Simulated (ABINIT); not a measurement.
# BeAgH3 (Pm-3m): zone-centre phonons, part 2 of 4

Which modes does BeAgH3 (Pm-3m) have at the zone centre?

ABINIT 10.8.3; DFT LDA, scalar-relativistic, plane waves, PseudoDojo norm-conserving pseudopotentials.

So far. Step 5 (Relaxation): The volume changes by +0.2 % in this run and stands +35.1 % from the first cell. Step 6 (Self-consistent run for the response): The cell stands at -0.60 GPa: the relaxation ran with a smoothed and higher cutoff and on another k mesh. The relaxed cell has a = 3.314 Å (conventional setting).

The structure was built from a prototype and need not be the compound's stable phase.

### 7. Zone-centre response

At q = 0 one unit cell holds all displacements. The response is solved for single atoms along the cell's directions, and symmetry skips those that follow from others. The crystal is treated as a metal, which screens a static field, so no field response is asked.

Input file dfpt_gamma.abi:

```

# common to the responses
getwfk_filepath "gso_WFK"
kptopt 2
nqpt 1
qpt 0.0 0.0 0.0
asr 0
chneut 0

# displacements
rfphon 1
rfatpol 1 5
rfdir 1 1 1
tolvrs 1.0d-10
prtwf 0

# basis, mesh and filling
ecut 39.0
ngkpt 8 8 8
nshiftk 1
shiftk 0.0 0.0 0.0
istwfk *1
occopt 3
tsmear 0.01
nband 20
nstep 100
diemac 1000000.0
prtebands 0
prtgsr 0

# cell and atoms
acell 6.262158798 6.262158798 6.262158798
rprim 
    1.0 0.0 0.0
    0.0 1.0 0.0
    0.0 0.0 1.0
ntypat 3
znucl 47 4 1
natom 5
typat 1 2 3 3 3
xred 
    0.5 0.5 0.5
    0.0 0.0 0.0
    0.0 0.0 0.5
    0.5 0.0 0.0
    0.0 0.5 0.0
pp_dirpath "./pseudo"
pseudos "Ag.upf, Be.upf, H.upf"
```

Started as:

```bash
$ OMP_NUM_THREADS=1 mpirun -n 4 abinit dfpt_gamma.abi > dfpt_gamma.log
```

Numbers of over 12 decimals in the logs are rounded to 6 here.

dfpt_gamma.abo, the main output file:

```text
[banners, grids, parts of the stress and lines that vanish by symmetry left out]
- input  file    -> dfpt_gamma.abi
- output file    -> dfpt_gamma.abo
- root for input  files -> dfpt_gammai
- root for output files -> dfpt_gammao

 Symmetries : space group Pm -3 m (#221); Bravais cP (primitive cubic)
================================================================================
 Values of the parameters that define the memory need of the present run (RF).
     intxc =       0      iscf =       7    lmnmax =       6     lnmax =       6
     mgfft =      36  mpssoang =       3    mqgrid =    3001     natom =       5
  nloc_mem =       1    nspden =       1   nspinor =       1    nsppol =       1
      nsym =      48    n1xccc =    2501    ntypat =       3    occopt =       3
   xclevel =       1
-    mband =          20        mffmem =           1         mkmem =          65
-   mkqmem =          65        mk1mem =          65           mpw =        2897
      nfft =       46656          nkpt =         260
- my_mband =          20
================================================================================
================================================================================

--------------------------------------------------------------------------------
------------- Echo of variables that govern the present computation ------------
--------------------------------------------------------------------------------
-
- outvars: echo of selected default values
-   iomode0 =  0 , fftalg0 =312 , wfoptalg0 =  0
-
- outvars: echo of global parameters not present in the input file
-  max_nthreads =    1
-
 -outvars: echo values of preprocessed input variables
 [... echo left out ...]
================================================================================

 chkinp: Checking input parameters for consistency.

[...]
== DATASET  1 ==================================================================
-   mpi_nproc: 4, omp_nthreads: 1 (-1 if OMP is not activated)

--- !DatasetInfo
iteration_state: {dtset: 1, }
dimensions: {natom: 5, nkpt: 260, mband: 20, nsppol: 1, nspinor: 1, nspden: 1, mpw: 2897, }
cutoff_energies: {ecut:  39.0, pawecutdg:  -1.0, }
electrons: {nelect:   2.60000000E+01, charge:   0.00000000E+00, occopt:   3.00000000E+00, tsmear:   1.00000000E-02, }
meta: {optdriver: 1, rfphon: 1, }
...

 mkfilename: getwfk from: gso_WFK

 Real(R)+Recip(G) space primitive vectors, cartesian coordinates (Bohr,Bohr^-1):
 R(1)=  6.2621588  0.0000000  0.0000000  G(1)=  0.1596893  0.0000000  0.0000000
 R(2)=  0.0000000  6.2621588  0.0000000  G(2)=  0.0000000  0.1596893  0.0000000
 R(3)=  0.0000000  0.0000000  6.2621588  G(3)=  0.0000000  0.0000000  0.1596893
 Unit cell volume ucvol=  2.4556826E+02 bohr^3
 Angles (23,13,12)=  9.00000000E+01  9.00000000E+01  9.00000000E+01 degrees
 setup1 : take into account q-point for computing boxcut.

 getcut: wavevector=  0.0000  0.0000  0.0000  ngfft=  36  36  36
         ecut(hartree)=     39.000   => boxcut(ratio)=   2.04494

--- Pseudopotential description ------------------------------------------------
- pspini: atom type   1  psp file is ./pseudo/Ag.upf

- pspini: atom type   2  psp file is ./pseudo/Be.upf

- pspini: atom type   3  psp file is ./pseudo/H.upf

   8.20472095E+02                                ecore*ucvol(ha*bohr**3)
--------------------------------------------------------------------------------

 ==>  initialize data related to q vector <==

 The list of irreducible perturbations for this q vector is:
    1)    idir= 1    ipert=   1
    2)    idir= 1    ipert=   2
    3)    idir= 1    ipert=   3
    4)    idir= 3    ipert=   3

[...]
The perturbation idir=   2  ipert=   1 is
 symmetric of a previously calculated perturbation.
 So, its SCF calculation is not needed.

 The perturbation idir=   3  ipert=   1 is
 symmetric of a previously calculated perturbation.
 So, its SCF calculation is not needed.

 The perturbation idir=   2  ipert=   2 is
 symmetric of a previously calculated perturbation.
 So, its SCF calculation is not needed.

 The perturbation idir=   3  ipert=   2 is
 symmetric of a previously calculated perturbation.
 So, its SCF calculation is not needed.

[...]
The perturbation idir=   2  ipert=   5 is
 symmetric of a previously calculated perturbation.
 So, its SCF calculation is not needed.

 The perturbation idir=   3  ipert=   5 is
 symmetric of a previously calculated perturbation.
 So, its SCF calculation is not needed.

--------------------------------------------------------------------------------
 Perturbation wavevector (in red.coord.)   0.000000  0.000000  0.000000
 Perturbation : displacement of atom   1   along direction   1
 Found     8 symmetries that leave the perturbation invariant.

[...]
dfpt_looppert : total number of electrons, from k and k+q
  fully or partially occupied states are    2.600000E+01 and    2.600000E+01.
 Initialisation of the first-order wave-functions :
  ireadwf=   0

--- !BeginCycle
iteration_state: {dtset: 1, }
solver: {iscf: 7, nstep: 100, nline: 4, wfoptalg: 0, }
tolerances: {tolvrs: 1.00E-10, }
...

     iter   2DEtotal(Ha)        deltaE(Ha) residm    vres2
-ETOT  1  0.923267     -8.609E+03 4.024E+01 5.495E+01
 ETOT  2 -0.582901     -1.506E+00 2.898E-02 2.442E+01
 ETOT  3 -0.599434     -1.653E-02 3.095E-05 2.625E+00
 ETOT  4 -0.600797     -1.363E-03 2.215E-06 2.030E-02
 ETOT  5 -0.600815     -1.821E-05 4.195E-08 4.348E-05
[...]
At SCF step    9       vres2   =  7.27E-11 < tolvrs=  1.00E-10 =>converged.
[...]
Mean square residual over all n,k,spin=   19.960E-16; max=  17.114E-15

 Thirteen components of 2nd-order total energy (hartree) are
 1,2,3: 0th-order hamiltonian combined with 1st-order wavefunctions
     kin0=   9.39027831E+03 eigvalue=   3.77435890E+02  local=  -5.29223107E+03
 4,5,6: 1st-order hamiltonian combined with 1st and 0th-order wfs
 loc psp =  -9.63747882E+03  Hartree=   2.89462887E+03     xc=  -3.95769594E+02
 note that "loc psp" includes a xc core correction that could be resolved
 7,8,9: eventually, occupation + non-local contributions
    edocc=   1.36041471E+02     enl0=   1.50054599E+03   enl1=  -7.58438088E+03
 1-9 gives the relaxation energy (to be shifted if some occ is /=2.0)
   erelax=  -8.61092985E+03
 10,11,12 Non-relaxation  contributions : frozen-wavefunctions and Ewald
 fr.local=   4.79657289E+03 fr.nonlo=   3.80098197E+03  Ewald=   8.89643836E+01
 13,14 Frozen wf xc core corrections (1) and (2)
 frxc 1  =  -7.80617887E+02  frxc 2 =   7.04427675E+02
 Resulting in :
 2DEtotal=   -0.6008154225E+00 Ha. Also 2DEtotal=   -0.163490205253E+02 eV
    (2DErelax=   -8.6109298466E+03 Ha. 2DEnonrelax=    8.6103290312E+03 Ha)
    (  non-var. 2DEtotal :   -6.0082231825E-01 Ha)

[...]
Perturbation wavevector (in red.coord.)   0.000000  0.000000  0.000000
 Perturbation : displacement of atom   2   along direction   1
 Found     8 symmetries that leave the perturbation invariant.

[...]
dfpt_looppert : total number of electrons, from k and k+q
  fully or partially occupied states are    2.600000E+01 and    2.600000E+01.
 Initialisation of the first-order wave-functions :
  ireadwf=   0

--- !BeginCycle
iteration_state: {dtset: 1, }
solver: {iscf: 7, nstep: 100, nline: 4, wfoptalg: 0, }
tolerances: {tolvrs: 1.00E-10, }
...

     iter   2DEtotal(Ha)        deltaE(Ha) residm    vres2
-ETOT  1   1.749045     -3.094E+03 6.759E+01 2.056E+03
[...]
At SCF step   10       vres2   =  2.94E-13 < tolvrs=  1.00E-10 =>converged.
[...]
Mean square residual over all n,k,spin=   11.761E-18; max=  59.831E-18

 Thirteen components of 2nd-order total energy (hartree) are
 1,2,3: 0th-order hamiltonian combined with 1st-order wavefunctions
     kin0=   2.64546055E+03 eigvalue=   1.12919422E+03  local=  -8.56479119E+02
 4,5,6: 1st-order hamiltonian combined with 1st and 0th-order wfs
 loc psp =  -1.80501134E+03  Hartree=   5.21554777E+02     xc=  -2.12425153E+02
 note that "loc psp" includes a xc core correction that could be resolved
 7,8,9: eventually, occupation + non-local contributions
    edocc=   1.90354328E+02     enl0=  -3.22003890E+02   enl1=  -4.38630009E+03
 1-9 gives the relaxation energy (to be shifted if some occ is /=2.0)
   erelax=  -3.09565572E+03
 10,11,12 Non-relaxation  contributions : frozen-wavefunctions and Ewald
 fr.local=   8.36804096E+02 fr.nonlo=   2.20013515E+03  Ewald=   5.88636523E+01
 13,14 Frozen wf xc core corrections (1) and (2)
 frxc 1  =   0.00000000E+00  frxc 2 =   0.00000000E+00
 Resulting in :
 2DEtotal=    0.1471835614E+00 Ha. Also 2DEtotal=    0.400506873920E+01 eV
    (2DErelax=   -3.0956557166E+03 Ha. 2DEnonrelax=    3.0958029002E+03 Ha)
    (  non-var. 2DEtotal :    1.4718362334E-01 Ha)

[...]
Perturbation wavevector (in red.coord.)   0.000000  0.000000  0.000000
 Perturbation : displacement of atom   3   along direction   1
 Found     4 symmetries that leave the perturbation invariant.

[...]
dfpt_looppert : total number of electrons, from k and k+q
  fully or partially occupied states are    2.600000E+01 and    2.600000E+01.
 Initialisation of the first-order wave-functions :
  ireadwf=   0

--- !BeginCycle
iteration_state: {dtset: 1, }
solver: {iscf: 7, nstep: 100, nline: 4, wfoptalg: 0, }
tolerances: {tolvrs: 1.00E-10, }
...

     iter   2DEtotal(Ha)        deltaE(Ha) residm    vres2
-ETOT  1  0.841377     -3.836E+01 1.819E-01 4.293E+02
[...]
At SCF step    9       vres2   =  4.43E-12 < tolvrs=  1.00E-10 =>converged.
[...]
Mean square residual over all n,k,spin=   40.897E-17; max=  50.082E-14

 Thirteen components of 2nd-order total energy (hartree) are
 1,2,3: 0th-order hamiltonian combined with 1st-order wavefunctions
     kin0=   4.04798731E+01 eigvalue=  -1.31089556E+00  local=  -7.46098684E+00
 4,5,6: 1st-order hamiltonian combined with 1st and 0th-order wfs
 loc psp =  -5.50848572E+01  Hartree=   8.10854158E+00     xc=  -4.80551789E+00
 note that "loc psp" includes a xc core correction that could be resolved
 7,8,9: eventually, occupation + non-local contributions
    edocc=   3.97410341E+00     enl0=  -5.02396541E-01   enl1=  -2.18805853E+01
 1-9 gives the relaxation energy (to be shifted if some occ is /=2.0)
   erelax=  -3.84827213E+01
 10,11,12 Non-relaxation  contributions : frozen-wavefunctions and Ewald
 fr.local=   8.53879689E+00 fr.nonlo=   1.10949129E+01  Ewald=   1.95723647E+01
 13,14 Frozen wf xc core corrections (1) and (2)
 frxc 1  =   0.00000000E+00  frxc 2 =   0.00000000E+00
 Resulting in :
 2DEtotal=    0.7233531534E+00 Ha. Also 2DEtotal=    0.196834420505E+02 eV
    (2DErelax=   -3.8482721295E+01 Ha. 2DEnonrelax=    3.9206074448E+01 Ha)
    (  non-var. 2DEtotal :    7.2335318018E-01 Ha)

[...]
Perturbation wavevector (in red.coord.)   0.000000  0.000000  0.000000
 Perturbation : displacement of atom   3   along direction   3
 Found     8 symmetries that leave the perturbation invariant.

--------------------------------------------------------------------------------

--------------------------------------------------------------------------------

 dfpt_looppert : total number of electrons, from k and k+q
  fully or partially occupied states are    2.600000E+01 and    2.600000E+01.
 Initialisation of the first-order wave-functions :
  ireadwf=   0

--- !BeginCycle
iteration_state: {dtset: 1, }
solver: {iscf: 7, nstep: 100, nline: 4, wfoptalg: 0, }
tolerances: {tolvrs: 1.00E-10, }
...

     iter   2DEtotal(Ha)        deltaE(Ha) residm    vres2
-ETOT  1   1.321658     -4.236E+01 4.277E-01 2.243E+03
[...]
ETOT  8  0.576461     -2.105E-10 1.489E-13 1.978E-08
 ETOT  9  0.576461     -8.704E-12 6.685E-15 6.274E-12

 At SCF step    9       vres2   =  6.27E-12 < tolvrs=  1.00E-10 =>converged.
[...]
Mean square residual over all n,k,spin=   14.984E-16; max=  66.855E-16

 Thirteen components of 2nd-order total energy (hartree) are
 1,2,3: 0th-order hamiltonian combined with 1st-order wavefunctions
     kin0=   3.63653918E+01 eigvalue=  -9.16203471E-01  local=  -6.32222168E+00
 4,5,6: 1st-order hamiltonian combined with 1st and 0th-order wfs
 loc psp =  -6.32786090E+01  Hartree=   1.25761046E+01     xc=  -6.70923095E+00
 note that "loc psp" includes a xc core correction that could be resolved
 7,8,9: eventually, occupation + non-local contributions
    edocc=   8.76246057E+00     enl0=  -6.49112565E-01   enl1=  -2.29357677E+01
 1-9 gives the relaxation energy (to be shifted if some occ is /=2.0)
   erelax=  -4.31071883E+01
 10,11,12 Non-relaxation  contributions : frozen-wavefunctions and Ewald
 fr.local=   2.23355966E+01 fr.nonlo=   1.03248968E+01  Ewald=   1.10231561E+01
 13,14 Frozen wf xc core corrections (1) and (2)
 frxc 1  =   0.00000000E+00  frxc 2 =   0.00000000E+00
 Resulting in :
 2DEtotal=    0.5764611115E+00 Ha. Also 2DEtotal=    0.156863059599E+02 eV
    (2DErelax=   -4.3107188348E+01 Ha. 2DEnonrelax=    4.3683649460E+01 Ha)
    (  non-var. 2DEtotal :    5.7646112274E-01 Ha)

[...]
---- first-order wavefunction calculations are completed ----

 ==> Compute Derivative Database <==

 [... matrices left out ...]
  Phonon wavevector (reduced coordinates) :  0.00000  0.00000  0.00000
 Phonon energies in Hartree :
  -1.950971E-03 -1.950971E-03 -1.950971E-03  1.401244E-05  1.401245E-05
   1.401245E-05  5.120090E-04  5.120090E-04  5.120090E-04  2.960055E-03
   2.960055E-03  2.960055E-03  4.797086E-03  4.797086E-03  4.797086E-03
 Phonon frequencies in cm-1    :
- -4.281887E+02 -4.281887E+02 -4.281887E+02  3.075376E+00  3.075376E+00
-  3.075376E+00  1.123730E+02  1.123730E+02  1.123730E+02  6.496569E+02
-  6.496569E+02  6.496569E+02  1.052839E+03  1.052839E+03  1.052839E+03

== END DATASET(S) ==============================================================
================================================================================

 -outvars: echo values of variables after computation
            acell      6.2621587980E+00  6.2621587980E+00  6.2621587980E+00 Bohr
           etotal      5.7646111147E-01
            fcart      0.0000000000E+00  0.0000000000E+00  0.0000000000E+00
           strten      0.0000000000E+00  0.0000000000E+00  0.0000000000E+00
================================================================================
```

It took 1.7 min on 4 MPI ranks of Arm Neoverse V2, shared host.

Numbers from this step:

* largest acoustic frequency at the zone centre before the sum rule: 3.08 cm⁻¹
* highest optical zone-centre mode (no LO-TO term): 1053 cm⁻¹
* lowest optical zone-centre mode: -428.2 cm⁻¹

The acoustic modes at Γ come out as far as 3.1 cm⁻¹ from zero, where they should vanish, a small numerical error. The lowest optical mode is imaginary, 428i cm⁻¹, an instability at this level and on this k mesh.

(Continued in part 3 of 4.)

[Host names and launcher messages were left out of these logs when they were recorded.]

[Logs are printed without paths, hosts, clocks, repeated set-up lines and the standing remarks that a program may print on its own settings, such as how far it seeks lower states.]

[Hosts, paths, dates, database ids (printed as entryN), source tags and the programs' standing remarks are cut or masked in the printed files.]
